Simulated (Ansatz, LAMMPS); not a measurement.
## Relaxing glassy 66P2O5-34MgO (mol %) (153 atoms)

Wanted: the relaxed structure of glassy 66P2O5-34MgO (mol %) (153 atoms) and its electronic structure.

Main program and level: Ansatz 0.2.0; Kohn-Sham DFT, PBE, PAW (set soft_2), plane waves.

This is a report of a sequence of runs, with most program output left out.

### Step 1. Set-up

The cell holds 153 atoms: 38 P, 10 Mg and 105 O. Cell: a = 12.748 Å, b = 12.748 Å, c = 12.748 Å, α = 90.0°, β = 90.0°, γ = 90.0°. 153 atoms (38 P, 10 Mg, 105 O) placed at random at 2.44 g/cm³, melted at 4000 K for 10 ps at fixed volume with the Morse and Coulomb pair potential with partial charges (Pedone, Malavasi, Menziani, Cormack and Segre, J. Phys. Chem. B 110, 11780 (2006)). Quenched from 4000 K to 300 K at 50 K/ps and fixed volume, held 10 ps at zero pressure.

Before any run, some limits are plain. The quench rate of 50 K/ps is many orders above laboratory rates, so the cell is likely richer in defects and strain than a real sample. The network of bonds at the start is that of the classical potential that made the cell. The Brillouin zone is sampled at Γ only, in a cell whose shortest periodic width is 13 Å.

### Step 2. The classical run that made the cell

A classical potential makes the cell, at a small fraction of what the same run would cost in DFT.

This step: classical MD, Morse and Coulomb pair potential with partial charges (Pedone, Malavasi, Menziani, Cormack and Segre, J. Phys. Chem. B 110, 11780 (2006)) (LAMMPS 22 Jul 2025 - Update 4).

in.lmp

```
# melt-quench of P38Mg10O105
units metal
atom_style charge
boundary p p p
region box block 0 12.8237 0 12.8237 0 12.8237
create_box 3 box
mass 1 30.9738   # P
mass 2 24.3050   # Mg
mass 3 15.9990   # O
create_atoms 1 random 38 131840 NULL overlap 1.5 maxtry 2000
create_atoms 2 random 10 131847 NULL overlap 1.5 maxtry 2000
create_atoms 3 random 105 131854 NULL overlap 1.5 maxtry 2000
pair_style hybrid/overlay pedone 5.5 coul/long 8.0
pair_coeff * * coul/long
pair_coeff 1 3 pedone 0.831326 2.585833 1.800790 1   # P-O
pair_coeff 2 3 pedone 0.038908 2.281000 2.586153 5   # Mg-O
pair_coeff 3 3 pedone 0.042395 1.379316 3.618701 22   # O-O
set type 1 charge 3
set type 2 charge 1.2
set type 3 charge -1.2
kspace_style pppm 1.0e-4
neigh_modify delay 0 every 1 check yes
thermo_style custom step time temp pe press density
thermo_modify norm yes
timestep 0.002
thermo 100
min_style cg
minimize 1e-4 1e-4 200 2000
reset_timestep 0
velocity all create 4000 131841 mom yes dist gaussian
fix lim all nve/limit 0.05
fix lan all langevin 4000 4000 0.2 131842 zero yes
thermo 500
run 1000 post no
# [... 7 lines left out ...]
fix md all nvt temp 4000 300 0.2
run 37000 post no
unfix md
thermo 1666
fix md all npt temp 300 300 0.2 iso 0 0 2
run 5000 post no
unfix md
write_dump all custom glass.dump id type xs ys zs modify sort id
```

Started as:

```bash
lmp -in in.lmp -log none -nocite
```

It took 2.4 min on 1 thread of Intel Xeon at 2.80GHz (Skylake/Cascade Lake), shared host; peak memory 0.37 GiB.

### Step 3. Single point at the start

A single point comes first, to see the forces before anything moves.

input.yaml

```yaml
crystal:
  lattice:
    - [12.74765, 0.0, 0.0]
    - [0.0, 12.74765, 0.0]
    - [0.0, 0.0, 12.74765]
  atoms:
    - { symbol: P, position: [0.03092, 0.16226, 0.88926] }
    - { symbol: P, position: [0.53229, 0.50084, 0.91237] }
    - { symbol: P, position: [0.23228, 0.25897, 0.18056] }
    - { symbol: P, position: [0.57105, 0.0846, 0.72207] }
    - { symbol: P, position: [0.91798, 0.07735, 0.28606] }
    - { symbol: P, position: [0.65674, 0.14007, 0.06775] }
    - { symbol: P, position: [0.31716, 0.60166, 0.91208] }
    - { symbol: P, position: [0.11618, 0.54244, 0.0099] }
    - { symbol: P, position: [0.4851, 0.42281, 0.68049] }
    - { symbol: P, position: [0.90403, 0.61236, 0.31031] }
    - { symbol: P, position: [0.65139, 0.835, 0.49186] }
    - { symbol: P, position: [0.98853, 0.27518, 0.16576] }
    - { symbol: P, position: [0.13455, 0.55696, 0.3487] }
    - { symbol: P, position: [0.2223, 0.68787, 0.53355] }
    - { symbol: P, position: [0.6745, 0.72869, 0.0547] }
    - { symbol: P, position: [0.4091, 0.83383, 0.53965] }
    - { symbol: P, position: [0.9991, 0.75488, 0.96909] }
    - { symbol: P, position: [0.78686, 0.72291, 0.84336] }
    - { symbol: P, position: [0.044, 0.39876, 0.82576] }
    - { symbol: P, position: [0.50508, 0.66874, 0.69157] }
    - { symbol: P, position: [0.09146, 0.3586, 0.48464] }
    - { symbol: P, position: [0.16265, 0.01587, 0.74458] }
    - { symbol: P, position: [0.33983, 0.02251, 0.39461] }
    - { symbol: P, position: [0.4541, 0.01696, 0.01284] }
    - { symbol: P, position: [0.82607, 0.0434, 0.93852] }
    - { symbol: P, position: [0.74431, 0.19073, 0.4231] }
    - { symbol: P, position: [0.73977, 0.92292, 0.70569] }
    - { symbol: P, position: [0.33405, 0.47059, 0.25986] }
    - { symbol: P, position: [0.54128, 0.11468, 0.31978] }
    - { symbol: P, position: [0.31105, 0.91442, 0.17908] }
    - { symbol: P, position: [0.33774, 0.22061, 0.96752] }
    - { symbol: P, position: [0.49345, 0.42849, 0.43723] }
    [... 115 atom lines left out ...]
    - { symbol: O, position: [0.54171, 0.3241, 0.42031] }
    - { symbol: O, position: [0.40358, 0.44967, 0.35576] }
    - { symbol: O, position: [0.56222, 0.70836, 0.0794] }
    - { symbol: O, position: [0.62663, 0.96996, 0.7325] }
    - { symbol: O, position: [0.56047, 0.99926, 0.28161] }
    - { symbol: O, position: [0.67154, 0.62195, 0.29029] }
kpoints:
  mp_grid: { grid: [1, 1, 1] }
hamiltonian:
  xc: pbe
scf:
  occupations: { method: fermi_dirac, width: 0.05 }
output:
  forces: true
  stress: true
  populations: true
  dos:
    method: { smearing: { sigma: 0.15 } }
    de: 0.1
    projected: { site_lists: { Mg: [Mg], O: [O], P: [P] } }
  eigenvalues: true
```

Started as:

```bash
ansatz run input.yaml --threads 4 --pin off --max-ram 8192MiB --backend cpu --events-out ev --progress --plain --runs-dir out
```

Wall time 76 s (4 threads of Arm Neoverse V1, shared host); peak memory 3.3 GiB; 4.9 min of CPU time.

Numbers from this run:

- free energy: -107570.2237 eV
- free energy per atom: -703.0734 eV/atom
- SCF cycles: 11
- pressure: 2.159 GPa
- r.m.s. force component: 1.67 eV/Å
- longest force: 9.855 eV/Å
- Fermi energy: 4.798 eV
- gap (highest filled to lowest empty level): 0.7345 eV
- spilling of the projection: 0.01681

The r.m.s. force component of 1.7 eV/Å and the pressure of 2.2 GPa set the starting point.

Neighbours are counted within 2.11 Å (O-P), 2.62 Å (O-Mg).

Length of the force by element and coordination:

```
element  coordination  atoms  mean length of the force (eV/Å)  spread  least  most
     Mg           all     10                             1.42   0.802  0.196  3.28
     Mg             4      7                             1.19   0.606  0.196  2.02
     Mg             5      3                             1.94   0.950   1.18  3.28
      O           all    105                             1.91    1.00  0.359  4.54
      O             1     16                             1.42   0.744  0.444  2.95
      O             2     85                             1.99    1.03  0.359  4.54
      O             3      4                             2.21   0.659   1.30  3.17
      P           all     38                             4.14    1.73   1.14  9.86
      P             4     35                             4.05    1.69   1.14  9.86
      P             5      3                             5.11    1.90   3.35  7.74
```

### Step 4. Relaxation

With the cell held, the atoms are moved downhill towards a nearby minimum.

input.yaml, the sections that differ from step 3:

```yaml
output:
  forces: true
relax:
  f_tol: 0.05
  max_steps: 200
# crystal, kpoints, hamiltonian, scf: as in step 3
```

Elapsed: 24 min, on 4 threads; peak memory 3.2 GiB; 1.6 h of CPU time.

Relaxation path (22 of 40):

```
step  energy less that of the first step (eV)  largest force component (eV/Å)
   1                                   0.0000                          8.9098
   3                                 -15.3427                          2.0096
   5                                 -19.1648                          0.7725
   7                                 -20.6708                          0.4383
   8                                 -21.1295                          0.3501
  10                                 -21.5956                          0.5147
  12                                 -22.0035                          0.4322
  14                                 -22.3889                          0.2580
  16                                 -22.5782                          0.4718
  18                                 -22.8270                          0.6606
  20                                 -23.3862                          0.2684
  21                                 -23.3820                          0.6772
  23                                 -23.5827                          0.1628
  25                                 -23.5925                          0.3498
  27                                 -23.6609                          0.2782
  29                                 -23.6166                          0.2676
  31                                 -23.6819                          0.0515
  33                                 -23.6846                          0.0309
  34                                 -23.6860                          0.0804
  36                                 -23.6852                          0.0440
  38                                 -23.6876                          0.0245
  40                                 -23.6878                          0.0173
```

Relaxation steps 21, 25, 29, 32, 35, 36, 37, 39 were tried and not accepted.

The atoms that moved most (Å):

```
atom      dx      dy      dz  length
O112   0.973   0.955  -1.390   1.946
 O57   0.400  -1.384  -0.731   1.615
 O99  -0.470   1.107  -0.867   1.483
O142   1.195  -0.781   0.282   1.455
 O89   1.391  -0.206  -0.179   1.417
 O84   1.230   0.513   0.050   1.333
Mg44   1.238  -0.354  -0.140   1.295
O130   0.826   0.198  -0.874   1.218
```

The relaxation changed the energy by -155 meV/atom, and atoms moved by 0.68 Å r.m.s., 1.9 Å at most.

### Step 5. Structure statistics after relaxation

Bonds before and after, by the cutoffs listed below:

```
pair  bonds before  bonds after  mean before (Å)  mean after (Å)  spread before (Å)  spread after (Å)
 O-P           155          151            1.548           1.569              0.063             0.079
O-Mg            43           47            2.098           2.059              0.135             0.121
```

Density 2.48 g/cm³, 13.54 Å³ an atom.

Pair distribution functions g(r), in bins of 0.2 Å:

```
r (Å)  total   O-O   O-P  O-Mg   P-P  P-Mg  Mg-Mg
 1.40   1.52  0.00  4.47  0.00  0.00  0.00   0.00
 1.60   2.75  0.00  8.07  0.00  0.00  0.00   0.00
 1.80   0.09  0.00  0.27  0.00  0.00  0.00   0.00
 2.00   0.63  0.00  0.00  7.08  0.00  0.00   0.00
 2.20   0.10  0.00  0.00  1.17  0.00  0.00   0.00
 2.40   0.59  1.14  0.00  0.56  0.00  0.00   0.00
 2.60   2.02  4.26  0.03  0.00  0.00  0.00   0.00
 2.80   0.51  0.96  0.03  0.20  0.28  0.26   0.00
 3.00   0.82  0.94  0.18  0.08  4.30  0.92   1.80
 3.20   0.97  1.03  0.84  0.38  1.04  2.96   0.00
 3.40   1.04  0.75  1.47  0.61  0.10  3.76   1.45
 3.60   0.86  0.68  1.24  0.85  0.09  1.20   0.00
 3.80   1.00  0.62  1.56  1.46  0.38  0.76   0.00
 4.00   1.27  0.71  2.19  1.46  0.78  0.26   0.00
 4.20   1.00  0.82  1.11  1.47  1.37  0.62   0.00
 4.40   0.97  0.87  0.81  1.79  1.19  1.33   0.82
 4.60   1.12  1.27  0.78  1.23  1.72  1.03   2.37
 4.80   1.10  1.45  0.64  0.69  1.54  1.31   1.44
 5.00   1.01  1.27  0.72  0.78  1.10  0.87   0.00
 5.20   1.06  1.20  0.86  0.90  1.31  1.03   1.87
 5.40   0.87  0.84  0.96  0.68  0.91  1.03   0.00
 5.60   0.99  0.90  1.19  0.70  0.84  1.11   1.57
 5.80   0.94  0.85  1.08  1.07  0.61  0.97   1.96
 6.00   0.96  0.84  1.12  1.11  0.73  1.15   0.46
 6.20   0.98  0.92  1.09  1.02  0.89  0.95   0.43
```

Bonds by pair of elements; cutoffs follow the first minimum of g(r), held within bounds set by covalent radii, and pairs that aren't listed don't count as bonded:

```
pair A-B  cutoff (Å)  bonds  mean length (Å)  spread (Å)  shortest (Å)  B about A  A about B
     O-P        2.11    151             1.57       0.079          1.45       1.44       3.97
    O-Mg        2.58     47             2.06       0.121          1.92      0.448        4.7
```

How many atoms have how many bonded neighbours:

```
element  mean   1   2  3   4  5  6
     Mg   4.7   0   0  0   4  5  1
      O  1.89  16  85  4   0  0  0
      P  3.97   0   0  2  35  1  0
```

Bond angles (no mean is given where the spread exceeds 20°):

```
  angle  count  mean (°)  spread (°)
  O-P-O    226       109         8.4
 O-Mg-O     89         -           -
 Mg-O-P     48       141        17.7
  P-O-P     46       140        10.4
Mg-O-Mg      3      96.5         9.7
```

Oxygen atoms by the number of network formers (Si, P, Ge, B, Al, As, Ga) bound to them:

```
network formers bound to O  O atoms  per cent
                         0        0         0
                         1       59      56.2
                         2       46      43.8
```

Network units: each former by its oxygen neighbours and how many of them bridge to another former:

```
former  O neighbours  bridging O  atoms
     P             3           0      2
     P             4           2     18
     P             4           3     16
     P             4           4      1
     P             5           4      1
```

Bond length by coordination (bonds to H left out):

```
element  coordination  atoms  mean bond length (Å)
     Mg             4      4                  1.99
     Mg             5      5                  2.09
     Mg             6      1                  2.12
      O             1     16                  1.46
      O             2     85                  1.69
      O             3      4                  1.91
      P             3      2                  1.49
      P             4     35                  1.57
      P             5      1                  1.68
```

Rings of the network by King's shortest-path rule, up to 12 atoms, one path for each pair of neighbours; H, halogens, alkali and alkaline-earth atoms are left out, and the last column divides by all other atoms, bonded or not:

```
ring size (atoms)  rings  per network atom
               10      1             0.007
               12      1             0.007
```

For some of the pairs, g(r) has its first main peak near 2.6 Å (O-O), 1.6 Å (O-P), 2.0 Å (O-Mg), 3.0 Å (P-P) and 3.3 Å (P-Mg). Counting bonds as in the table, 50 % of Mg atoms have 5, 81 % of O atoms have 2 and 92 % of P atoms have 4 bonded neighbours. The O-P-O angle averages 109° with a spread of 8°. 44 % of the oxygens bridge two formers (P) and 56 % are non-bridging. The commonest P unit has 4 oxygens, 2 of them shared with other formers (18 of 38 atoms). Rings of 10 and 12 atoms are the most common (50 % each of those counted); sizes run from 10 to 12, where the search stops.

[end of part 1 of 2]

[Logs are printed without paths, hosts, clocks, repeated set-up lines and the standing remarks that a program may print on its own settings, such as how far it seeks lower states.]

[Hosts, paths, dates, database ids (printed as entryN), source tags and the programs' standing remarks are cut or masked in the printed files.]
